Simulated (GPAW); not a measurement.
# The basis that the transmission of a Fe chain with one Si atom in line needs

Wanted: the zero-bias transmission of a Fe chain with one Si atom in line on a ladder of levels, with run times.

Program: GPAW 26.7.0. Level of theory: GPAW LCAO, PAW setups; Landauer transmission from Green's functions with principal layers (ASE), zero bias. Results are calculated unless marked as measured.

### 1. The starting structure

The cell holds 11 atoms: 10 Fe and 1 Si. Its edges and angles: a = 9.000 Å, b = 9.000 Å, c = 24.787 Å, α = 90.0°, β = 90.0°, γ = 90.0°. Regions: left lead, 5 atoms (5 Fe); channel, 1 atom (1 Si); right lead, 5 atoms (5 Fe). Vacuum lies along a and b. The structure is stacked along c, and the current runs across the ab planes.

### 2. Double-zeta polarised basis

The script solves lead and junction separately, takes H and S in the orbital basis, and joins semi-infinite leads through their self-energies; the dzp basis is the working standard.

run.py

```python
import json
import numpy as np
from ase import Atoms
from ase.transport.calculators import TransportCalculator
from gpaw import GPAW, FermiDirac
from gpaw.lcao.tools import get_lcao_hamiltonian
from scipy.linalg import eigh

# The junction with lead layers at both ends, along the third cell vector
device = Atoms(
    ['Fe', 'Fe', 'Fe', 'Fe', 'Fe', 'Si', 'Fe', 'Fe', 'Fe', 'Fe', 'Fe'],
    positions=[
        [4.50000, 4.50000, 1.13000],
        [4.50000, 4.50000, 3.39000],
        [4.50000, 4.50000, 5.65000],
        [4.50000, 4.50000, 7.91000],
        [4.50000, 4.50000, 10.17000],
        [4.50000, 4.50000, 12.39370],
        [4.50000, 4.50000, 14.61740],
        [4.50000, 4.50000, 16.87740],
        [4.50000, 4.50000, 19.13740],
        [4.50000, 4.50000, 21.39740],
        [4.50000, 4.50000, 23.65740]],
    cell=[[9.0, 0.0, 0.0], [0.0, 9.0, 0.0], [0.0, 0.0, 24.7874]],
    pbc=True,
    magmoms=[3.0, 3.0, 3.0, 3.0, 3.0, 0.0, 3.0, 3.0, 3.0, 3.0, 3.0])

# One principal layer of the lead: the first 3 atoms of the device
lead = Atoms(
    ['Fe', 'Fe', 'Fe'],
    positions=[
        [4.50000, 4.50000, 1.13000],
        [4.50000, 4.50000, 3.39000],
        [4.50000, 4.50000, 5.65000]],
    cell=[[9.0, 0.0, 0.0], [0.0, 9.0, 0.0], [0.0, 0.0, 6.78]],
    pbc=True,
    magmoms=[3.0, 3.0, 3.0])

settings = dict(mode='lcao', basis='dzp', xc='PBE', h=0.18,
                occupations=FermiDirac(0.1), maxiter=250,
                mixer=dict(beta=0.05, nmaxold=8, weight=100.0),
                convergence=dict(density=0.0001))
energies = np.arange(-3, 3 + 1e-9, 0.075)
eta = 0.0001
n1, n2 = 1, 1
# k and -k transmit alike, so half of the mesh across the current serves
mesh = [(i, j) for i in range(n1) for j in range(n2) if (i, j) <= (-i % n1, -j % n2)]
weights = np.array([1 if (i, j) == (-i % n1, -j % n2) else 2 for i, j in mesh]) / (n1 * n2)

# [... helper functions left out ...]
fermi_lead = ground_state(lead, (1, 1, 17), 'lead.txt')
fermi_device = ground_state(device, (1, 1, 3), 'device.txt')
# [... loop over the mesh left out, but for ...]
        # Shift the lead onto the potential of the device's first layer
        shift = ((H[:, 0, 0] - H0[:, 0, 0]) / S0[0, 0]).real.mean()
# [...]
kT = 8.617333e-5 * 200
bias = [0.1, 0.2, 0.5, 1.0, 1.5, 2.0]
# [... integrals and printing left out ...]
```

The run is started by

```sh
$ OMP_NUM_THREADS=1 OPENBLAS_NUM_THREADS=1 python run.py
```

What it wrote:

```text
basis functions: device 163, principal layer 45
Fermi level: lead -1.7343 eV, device -1.9551 eV; lead shifted by 0.0211 eV
largest coupling past the next layer 5.77e-05 eV, largest misfit of the first layer 0.117 eV
  E-E_F (eV)   T up        T down      [channel counts left out]
    -3.000    1.2295e+00  9.8914e-01
    -2.925    1.2841e+00  9.8163e-01
    -2.850    1.3360e+00  9.7173e-01
    -2.775    1.3750e+00  9.6083e-01
    -2.700    1.4018e+00  9.4570e-01
    -2.625    1.4154e+00  9.2997e-01
    -2.550    1.4205e+00  9.1319e-01
    -2.475    1.4229e+00  8.9587e-01
    -2.400    1.4266e+00  8.7853e-01
    -2.325    1.4335e+00  8.6161e-01
    -2.250    1.4435e+00  8.4547e-01
    -2.175    1.4550e+00  8.3034e-01
    -2.100    1.4655e+00  8.1637e-01
    -2.025    1.4722e+00  8.0361e-01
    -1.950    1.4729e+00  7.9202e-01
    -1.875    1.4667e+00  7.8148e-01
[...]
2.475    3.2010e-01  2.6810e-01
     2.550    3.1432e-01  2.5628e-01
     2.625    3.0910e-01  2.4530e-01
     2.700    3.0445e-01  2.3516e-01
     2.775    3.0037e-01  2.2583e-01
     2.850    2.9685e-01  2.1728e-01
     2.925    2.9390e-01  2.0948e-01
     3.000    2.9151e-01  2.0241e-01
conductance at 200 K: 1.6806 G0 a cell; thermopower 0.2407 uV/K
current from the zero-bias T(E) at 0.1 V: 13.021 uA
current from the zero-bias T(E) at 0.2 V: 26.035 uA
current from the zero-bias T(E) at 0.5 V: 64.964 uA
current from the zero-bias T(E) at 1.0 V: 129.01 uA
current from the zero-bias T(E) at 1.5 V: 191.52 uA
current from the zero-bias T(E) at 2.0 V: 252.25 uA
```

Elapsed: 10 min, on 1 thread of Intel Xeon Platinum 8488C (Sapphire Rapids), shared host; peak memory 1.5 GiB.

Numbers from this step:

```
conductance                                    : 1.681 G₀
largest coupling past the next principal layer : 5.77e-5 eV
largest misfit of the first principal layer    : 0.1168 eV
shift that aligns the lead                     : 0.02111 eV
basis functions of the junction                : 163
basis functions of a principal layer           : 45
transmission at the Fermi level, spin up       : 0.7147
transmission at the Fermi level, spin down     : 2.647
```

Each spin. Table of transmission, zone mean by energy, zero at the Fermi level:

```csv
energy (eV),"T, spin up","T, spin down"
-3.00,1.23,0.989
-2.85,1.34,0.972
-2.70,1.40,0.946
-2.55,1.42,0.913
-2.33,1.43,0.862
-2.17,1.46,0.830
-2.02,1.47,0.804
-1.95,1.47,0.792
-1.88,1.47,0.781
-1.73,1.44,0.763
-1.57,1.39,0.746
-1.35,1.27,0.719
-1.20,1.07,1.63
-1.05,0.898,2.14
-0.90,0.861,2.35
-0.75,0.833,2.43
-0.60,0.808,2.48
-0.38,0.774,2.58
-0.23,0.751,2.63
-0.07,0.727,2.65
0.00,0.715,2.65
0.07,0.702,2.65
0.23,0.677,2.64
0.38,0.650,2.62
0.60,0.609,2.57
0.75,0.581,2.53
0.90,0.552,2.50
1.05,0.524,2.46
1.20,0.496,2.42
1.35,0.469,2.37
1.57,0.431,2.37
1.73,0.408,2.29
1.88,0.386,1.53
2.02,0.366,0.357
2.17,0.349,0.324
2.33,0.333,0.294
2.55,0.314,0.256
2.70,0.304,0.235
2.85,0.297,0.217
3.00,0.292,0.202
```

Not self-consistent under bias; the bias window is split evenly. The current through one cell, from the zero-bias transmission by bias:

```csv
bias (V),"current through one cell, from the zero-bias transmission (μA)"
0.100,13.0
0.200,26.0
0.500,65.0
1.000,129
1.500,192
2.000,252
```

Table of transmission of the three most open eigenchannels by energy, zero at the Fermi level:

```csv
energy (eV),channel 1 up,channel 2 up,channel 3 up,channel 1 down,channel 2 down,channel 3 down
-3.000,0.997,0.116,0.116,0.989,0,0
-2.475,0.998,0.212,0.212,0.896,0,0
-2.025,0.991,0.239,0.239,0.804,0,0
-1.500,0.976,0.190,0.190,0.738,1.4e-12,1.4e-12
-0.975,0.878,4.3e-12,4.3e-12,0.798,0.798,0.669
-0.525,0.796,0,0,0.904,0.904,0.701
0.000,0.715,0,0,0.980,0.980,0.678
0.525,0.623,0,0,0.984,0.984,0.599
0.975,0.538,0,0,0.986,0.986,0.500
1.500,0.444,0,0,0.971,0.971,0.390
2.025,0.366,0,0,0.357,1.9e-10,1.9e-10
2.475,0.320,0,0,0.268,0,0
3.000,0.292,0,0,0.202,0,0
```

Site moment by atom:

```csv
atom,site moment (μB)
Fe1,3.10
Fe2,3.10
Fe3,3.11
Fe4,3.08
Fe5,2.79
Si6,-0.31
Fe7,2.79
Fe8,3.08
Fe9,3.11
Fe10,3.10
Fe11,3.10
```

Couplings past the next layer reach 5.8e-5 eV, small enough to drop; the matrix elements of the cell's first layer differ from the bulk lead's by up to 0.12 eV. That layer keeps its own values in the calculation, and only beyond it is the lead taken as perfect. The Fermi levels of lead and junction count from different zeros of potential, one for each periodic cell; with both set to zero, the small remaining shift is what aligns them. By hand: G = 1.681 × 77.48 μS = 130 μS, a resistance of 7.68 kΩ; at 0.1 V a linear junction would pass 13.0 μA, and the integral over the bias window gives 13.0 μA.

### 3. GPAW, szp: basis = "szp(dzp)"

One radial function a shell plus polarisation makes the matrices smaller; the question is what that costs.

Edit run.py of step 2 so:

```diff
@@ -38,3 +38,3 @@
 
-settings = dict(mode='lcao', basis='dzp', xc='PBE', h=0.18,
+settings = dict(mode='lcao', basis='szp(dzp)', xc='PBE', h=0.18,
                 occupations=FermiDirac(0.1), maxiter=250,
```

What it wrote:

```text
basis functions: device 99, principal layer 27
Fermi level: lead -0.0826 eV, device -0.5746 eV; lead shifted by 0.0627 eV
largest coupling past the next layer 5.85e-05 eV, largest misfit of the first layer 0.102 eV
  E-E_F (eV)   T up        T down      channels up  channels down
    -3.000    1.8106e+00  9.9914e-01    6.0000    1.0000
    -2.925    1.3963e+00  9.9748e-01    4.0000    1.0000
    -2.850    1.4276e+00  9.9325e-01    4.0000    1.0000
    -2.775    1.4225e+00  9.8676e-01    4.0000    1.0000
    -2.700    1.3982e+00  9.7828e-01    4.0000    1.0000
    -2.625    1.3738e+00  9.6809e-01    4.0000    1.0000
    -2.550    1.3607e+00  9.5642e-01    4.0000    1.0000
    -2.475    1.3629e+00  9.4352e-01    4.0000    1.0000
    -2.400    1.3805e+00  9.2961e-01    4.0000    1.0000
    -2.325    1.4112e+00  9.1487e-01    4.0000    1.0000
    -2.250    1.4495e+00  8.9948e-01    4.0000    1.0000
    -2.175    1.4875e+00  8.8355e-01    4.0000    1.0000
    -2.100    1.5083e+00  8.6717e-01    4.0000    1.0000
    -2.025    1.5073e+00  8.5037e-01    4.0000    1.0000
    -1.950    1.4826e+00  8.3315e-01    4.0000    1.0000
    -1.875    1.4443e+00  8.1544e-01    4.0000    1.0000
[...]
2.475    4.9912e-01  4.5875e-01    1.0000    1.0000
     2.550    4.9801e-01  4.4971e-01    1.0000    1.0000
     2.625    4.9714e-01  4.4146e-01    1.0000    1.0000
     2.700    4.9650e-01  4.3391e-01    1.0000    1.0000
     2.775    4.9610e-01  4.2700e-01    1.0000    1.0000
     2.850    4.9593e-01  4.2067e-01    1.0000    1.0000
     2.925    4.9599e-01  4.1485e-01    1.0000    1.0000
     3.000    4.9627e-01  4.0950e-01    1.0000    1.0000
conductance at 200 K: 1.6268 G0 a cell; thermopower -0.3087 uV/K
current from the zero-bias T(E) at 0.1 V: 12.598 uA
current from the zero-bias T(E) at 0.2 V: 25.164 uA
current from the zero-bias T(E) at 0.5 V: 62.582 uA
current from the zero-bias T(E) at 1.0 V: 123.48 uA
current from the zero-bias T(E) at 1.5 V: 184.56 uA
current from the zero-bias T(E) at 2.0 V: 239.89 uA
```

The job ended after 2.2 min (1 thread; peak memory 1.4 GiB).

Numbers from this step:

```yaml
conductance: 1.627 G₀
largest_coupling_past_the_next_principal_layer: 5.85e-5 eV
largest_misfit_of_the_first_principal_layer: 0.1019 eV
shift_that_aligns_the_lead: 0.06268 eV
basis_functions_of_the_junction: 99
basis_functions_of_a_principal_layer: 27
transmission_at_the_fermi_level_spin_up: 0.6805
lead_channels_spin_up: 1
transmission_at_the_fermi_level_spin_down: 2.576
lead_channels_spin_down: 4
```

Each spin. Table of transmission, zone mean by energy, zero at the Fermi level:

```csv
energy (eV),"T, spin up","T, spin down"
-3.00,1.81,0.999
-2.77,1.42,0.987
-2.55,1.36,0.956
-2.40,1.38,0.930
-2.17,1.49,0.884
-2.10,1.51,0.867
-1.95,1.48,0.833
-1.73,1.38,0.778
-1.57,1.35,0.736
-1.35,1.08,0.659
-1.12,0.814,0.533
-0.90,0.782,1.75
-0.75,0.768,2.43
-0.53,0.743,2.43
-0.30,0.717,2.37
-0.07,0.690,2.54
0.00,0.681,2.58
0.07,0.672,2.59
0.30,0.645,2.58
0.53,0.620,2.50
0.75,0.597,2.44
0.90,0.583,2.42
1.12,0.563,2.69
1.35,0.546,2.57
1.57,0.532,2.44
1.73,0.524,2.40
1.95,0.514,1.17
2.17,0.506,0.504
2.40,0.500,0.469
2.55,0.498,0.450
2.77,0.496,0.427
3.00,0.496,0.409
```

Crossings of the lead's bands, unfolded to its shortest repeat. Table of open channels, zone mean by energy, zero at the Fermi level:

```csv
energy (eV),"channels, spin up","channels, spin down"
-3.00,6,1
-2.77,4,1
-2.55,4,1
-2.40,4,1
-2.17,4,1
-1.95,4,1
-1.73,4,1
-1.57,4,1
-1.35,4,1
-1.12,3,1
-0.90,1,4
-0.75,1,4
-0.53,1,4
-0.30,1,4
-0.07,1,4
0.00,1,4
0.07,1,4
0.30,1,6
0.53,1,6
0.75,1,6
0.90,1,4
1.12,1,3
1.35,1,3
1.57,1,3
1.73,1,3
1.95,1,3
2.17,1,1
2.40,1,1
2.55,1,1
2.77,1,1
3.00,1,1
```

Not self-consistent under bias; the bias window is split evenly. Current through one cell, from the zero-bias transmission against bias:

```csv
bias (V),"current through one cell, from the zero-bias transmission (μA)"
0.100,12.6
0.200,25.2
0.500,62.6
1.000,123
1.500,185
2.000,240
```

The transmission of the three most open eigenchannels by energy, zero at the Fermi level:

```csv
energy (eV),channel 1 up,channel 2 up,channel 3 up,channel 1 down,channel 2 down,channel 3 down
-3.000,0.997,0.452,0.167,0.999,0,0
-2.475,0.983,0.188,0.188,0.944,0,0
-2.025,0.979,0.258,0.258,0.850,0,0
-1.500,0.890,0.191,0.191,0.713,0,0
-0.975,0.788,7.0e-11,7.0e-11,0.593,0.593,0.564
-0.525,0.743,0,0,0.895,0.895,0.609
0.000,0.681,0,0,0.959,0.959,0.642
0.525,0.620,0,0,0.983,0.983,0.517
0.975,0.576,0,0,0.998,0.998,0.435
1.500,0.537,0,0,0.904,0.904,0.660
2.025,0.511,0,0,0.533,0.0653,0.0653
2.475,0.499,0,0,0.459,0,0
3.000,0.496,0,0,0.409,0,0
```

Site moment by atom:

```csv
atom,site moment (μB)
Fe1,3.20
Fe2,3.21
Fe3,3.22
Fe4,3.21
Fe5,2.87
Si6,-0.35
Fe7,2.87
Fe8,3.21
Fe9,3.22
Fe10,3.21
Fe11,3.20
```

The conductance, 1.63 G₀, lies 3.2 % below that of the dzp run.

### 4. Minimal basis

One function for each valence shell of the setup, as for a first survey of a large system.

Edit run.py of step 3 so:

```diff
@@ -38,3 +38,3 @@
 
-settings = dict(mode='lcao', basis='szp(dzp)', xc='PBE', h=0.18,
+settings = dict(mode='lcao', basis='sz(dzp)', xc='PBE', h=0.18,
                 occupations=FermiDirac(0.1), maxiter=250,
```

What it wrote:

```text
basis functions: device 64, principal layer 18
Fermi level: lead 0.2384 eV, device -0.2535 eV; lead shifted by 0.0292 eV
largest coupling past the next layer 5.86e-05 eV, largest misfit of the first layer 0.114 eV
  E-E_F (eV)   T up        T down      [channel counts left out]
    -3.000    1.9054e+00  9.8272e-01
    -2.925    1.8626e+00  9.7255e-01
    -2.850    1.7631e+00  9.6043e-01
[...]
2.925    6.2872e-01  4.1120e-01
     3.000    6.4157e-01  4.1253e-01
conductance at 200 K: 1.1311 G0 a cell; thermopower -1.875 uV/K
current from the zero-bias T(E) at 0.1 V: 8.7617 uA
current from the zero-bias T(E) at 0.2 V: 17.512 uA
current from the zero-bias T(E) at 0.5 V: 43.605 uA
current from the zero-bias T(E) at 1.0 V: 86.578 uA
current from the zero-bias T(E) at 1.5 V: 129.84 uA
current from the zero-bias T(E) at 2.0 V: 175.97 uA
```

The job ended after 11 min (1 thread; peak memory 1.4 GiB).

This step gave:

- conductance: 1.131 G₀
- largest coupling past the next principal layer: 5.86e-5 eV
- largest misfit of the first principal layer: 0.1144 eV
- shift that aligns the lead: 0.02923 eV
- basis functions of the junction: 64
- basis functions of a principal layer: 18
- transmission at the Fermi level, spin up: 0.5337
- transmission at the Fermi level, spin down: 1.730

Each spin. The transmission, zone mean by energy, zero at the Fermi level:

```csv
energy (eV),"T, spin up","T, spin down"
-3.0000,1.91,0.983
-2.7750,1.64,0.947
-2.4750,1.34,0.875
-2.2500,1.42,0.805
-2.0250,1.55,0.722
-1.8750,1.60,0.660
-1.7250,1.55,0.591
-1.5000,1.11,0.470
-1.2750,0.792,0.361
-0.9750,0.615,1.08
-0.7500,0.595,1.45
-0.5250,0.575,1.45
-0.2250,0.550,1.52
0.0000,0.534,1.73
0.2250,0.520,1.89
0.5250,0.506,1.91
0.7500,0.499,1.93
0.9750,0.495,2.55
1.0500,0.495,2.57
1.2750,0.495,2.53
1.5000,0.500,2.41
1.7250,0.508,2.29
2.0250,0.525,0.464
2.2500,0.543,0.426
2.4750,0.566,0.415
2.7750,0.605,0.410
3.0000,0.642,0.413
```

The conductance, 1.13 G₀, lies 33 % below that of the dzp run.

### 5. revPBE in the dzp basis: xc = "revPBE"

Back in the dzp basis, the functional changes from PBE to revPBE, to set the spread between functionals beside that between bases.

Edit run.py of step 4 so:

```diff
@@ -38,3 +38,3 @@
 
-settings = dict(mode='lcao', basis='sz(dzp)', xc='PBE', h=0.18,
+settings = dict(mode='lcao', basis='dzp', xc='revPBE', h=0.18,
                 occupations=FermiDirac(0.1), maxiter=250,
```

What it wrote:

```text
basis functions: device 163, principal layer 45
Fermi level: lead -1.5892 eV, device -1.8200 eV; lead shifted by 0.0290 eV
largest coupling past the next layer 6.15e-05 eV, largest misfit of the first layer 0.153 eV
  E-E_F (eV)   T up        T down      [channel counts left out]
    -3.000    1.2579e+00  9.8665e-01
    -2.925    1.3498e+00  9.7829e-01
    -2.850    1.3510e+00  9.6749e-01
[...]
2.925    2.9588e-01  2.0336e-01
     3.000    2.9363e-01  1.9647e-01
conductance at 200 K: 1.6724 G0 a cell; thermopower 0.2818 uV/K
current from the zero-bias T(E) at 0.1 V: 12.957 uA
current from the zero-bias T(E) at 0.2 V: 25.907 uA
current from the zero-bias T(E) at 0.5 V: 64.646 uA
current from the zero-bias T(E) at 1.0 V: 128.33 uA
current from the zero-bias T(E) at 1.5 V: 190.28 uA
current from the zero-bias T(E) at 2.0 V: 250.2 uA
```

Wall time 11 min (1 thread); peak memory 1.5 GiB.

Numbers from this step:

- conductance: 1.672 G₀
- largest coupling past the next principal layer: 6.15e-5 eV
- largest misfit of the first principal layer: 0.1530 eV
- shift that aligns the lead: 0.02901 eV
- basis functions of the junction: 163
- basis functions of a principal layer: 45
- transmission at the Fermi level, spin up: 0.7064
- transmission at the Fermi level, spin down: 2.639

The conductance, 1.67 G₀, lies 0.5 % below that of the dzp run.

### 6. The ladder

Times are for 1 thread of Intel Xeon Platinum 8488C (Sapphire Rapids), shared host. Results by setting:

```csv
no.,run,conductance (G₀),time,memory (GiB)
1,dzp,1.681,10 min,1.5
2,szp,1.627,2.2 min,1.4
3,sz,1.131,11 min,1.4
4,dzp revPBE,1.672,11 min,1.5
```

### 7. The levels side by side

The curves are compared point by point over the common energies.

This step: comparison of transmission and cost over codes and levels (GPAW 26.7.0).

Ladder, by row:

```csv
step,code,T at the Fermi level (sum over the listed spins),conductance (G0),r.m.s. T(E) from the first,wall time (s),peak memory (GiB),threads
dzp,GPAW,3.362,1.681,0,625.7,1.47,1
szp,GPAW,3.257,1.627,0.4057,134.8,1.45,1
sz,GPAW,2.264,1.131,0.7242,669.6,1.44,1
dzp-revPBE,GPAW,3.346,1.672,0.05634,657.9,1.47,1
```

The transmission, zone mean, sum over the listed spins by energy, zero at the Fermi level:

```csv
energy (eV),dzp,szp,sz,dzp-revPBE
-3.0000,2.22,2.81,2.89,2.24
-2.7750,2.34,2.41,2.59,2.34
-2.7000,2.35,2.38,2.47,2.34
-2.4750,2.32,2.31,2.21,2.29
-2.2500,2.29,2.35,2.22,2.26
-2.0250,2.28,2.36,2.27,2.24
-1.7250,2.20,2.15,2.14,2.15
-1.5000,2.10,1.99,1.58,2.05
-1.2750,1.90,1.59,1.15,2.13
-0.9750,3.14,2.55,1.70,3.07
-0.7500,3.26,3.19,2.04,3.20
-0.5250,3.31,3.17,2.02,3.29
-0.2250,3.38,3.13,2.07,3.36
-0.1500,3.38,3.19,2.13,3.36
0.0000,3.36,3.26,2.26,3.35
0.2250,3.31,3.31,2.41,3.29
0.5250,3.21,3.12,2.41,3.18
0.7500,3.11,3.04,2.43,3.09
0.9750,3.02,3.01,3.05,3.00
1.0500,2.99,3.17,3.06,2.97
1.2750,2.87,3.18,3.02,2.86
1.5000,2.78,3.00,2.91,2.74
1.7250,2.69,2.93,2.80,2.61
2.0250,0.723,1.17,0.989,0.714
2.2500,0.650,0.995,0.969,0.642
2.4750,0.588,0.958,0.981,0.582
2.7750,0.526,0.923,1.02,0.521
3.0000,0.494,0.906,1.05,0.490
```

[end of part 1 of 2]

[Logs are printed without paths, hosts, clocks, repeated set-up lines and the standing remarks that a program may print on its own settings, such as how far it seeks lower states.]

[Hosts, paths, dates, database ids (printed as entryN), source tags and the programs' standing remarks are cut or masked in the printed files.]
